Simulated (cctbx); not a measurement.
**Resonant diffraction in CaIr2S4**

Space group R3m (no. 160), a = 7.2030 Å, b = 7.2030 Å, c = 18.7640 Å, α = 90.00°, β = 90.00°, γ = 120.00°.

```csv
atom,mult.,x,y,z,Ueq (Å²)
Ir1,9,0.0092,0.5046,0.1207,0.0250
Ir2,3,0,0,0.2455,0.0125
Ca1,3,1/3,2/3,0.2941,0.0268
Ca2,3,2/3,1/3,0.3317,0.0371
S1,9,0.3625,0.1812,0.0589,0.0411
S2,3,2/3,1/3,0.1881,0.0329
S3,3,1/3,2/3,0.0336,0.0317
S4,9,0.1651,0.8349,0.2038,0.0274
```

The model was made for the exercise: a known structure type with other elements put in, its volume estimated, not relaxed; displacement parameters are assumed.

Calculated with cctbx: free-atom f′ and f″ from the Sasaki tables, no fine structure; amplitudes in electrons.

How do |F(hkl)| and |F(−h−k−l)| change across the Ir L3 edge?

```text
E (eV)    f'(Ir)   f''           |F|2 1 1        |F|3 0 0        |F|0 1 2        |F|2 1 4
  10615   -8.90   4.21       61.2/  61.9    109.2/ 109.2    210.6/ 213.0    293.8/ 289.6
  10965  -10.65   4.00       58.5/  59.2    107.8/ 107.8    203.8/ 206.2    284.2/ 280.0
  11095  -12.08   3.92       56.3/  57.0    106.6/ 106.8    198.2/ 200.6    276.5/ 272.1
  11155  -13.44   3.89       54.3/  54.8    105.5/ 105.8    192.8/ 195.3    269.2/ 264.7
  11185  -14.79   3.87       52.2/  52.7    104.4/ 104.8    187.5/ 190.1    261.9/ 257.2
  11200  -16.12   3.86       50.1/  50.7    103.4/ 103.8    182.3/ 185.0    254.8/ 249.9
  11207  -17.28   3.86       48.4/  48.9    102.4/ 103.0    177.7/ 180.5    248.6/ 243.6
  11211  -18.48   3.85       46.5/  47.0    101.5/ 102.1    173.0/ 175.9    242.2/ 237.0
  11219  -19.44  10.19       47.9/  46.8     97.6/ 105.4    169.0/ 179.7    248.8/ 231.1
  11223  -17.74  10.19       50.4/  49.4     98.9/ 106.6    175.7/ 185.9    257.4/ 240.4
  11230  -16.34  10.18       52.4/  51.5    100.1/ 107.5    181.2/ 191.1    264.5/ 248.1
  11245  -14.87  10.15       54.5/  53.7    101.3/ 108.5    187.0/ 196.5    272.0/ 256.2
  11275  -13.42  10.11       56.6/  55.9    102.4/ 109.5    192.7/ 201.9    279.4/ 264.2
  11365  -11.61   9.97       59.3/  58.7    104.0/ 110.8    199.8/ 208.5    288.5/ 274.1
  11615   -9.62   9.61       62.1/  61.6    105.6/ 112.0    207.5/ 215.6    298.2/ 284.9
```

The edge is at 11215 eV. f′ of Ir falls from -12.1 e at 11095 eV to -18.5 e at 4 eV below it, and f″ steps from 3.86 to 10.19 e across it. Over that approach |F| changes by -17 % (2 1 1), -5 % (3 0 0), -13 % (0 1 2) and -12 % (2 1 4): a reflection falls where Ir scatters in phase with the total and rises where it scatters against it; it hardly moves where the Ir term is small or cancels by symmetry or lies in quadrature to the total. The f″ term interferes with the normal scattering with opposite sign for the two Friedel mates. The largest Friedel difference in the scan is 7.7 % of the mean (3 0 0, at 11219 eV).

[Logs are printed without paths, hosts, clocks, repeated set-up lines and the standing remarks that a program may print on its own settings, such as how far it seeks lower states.]
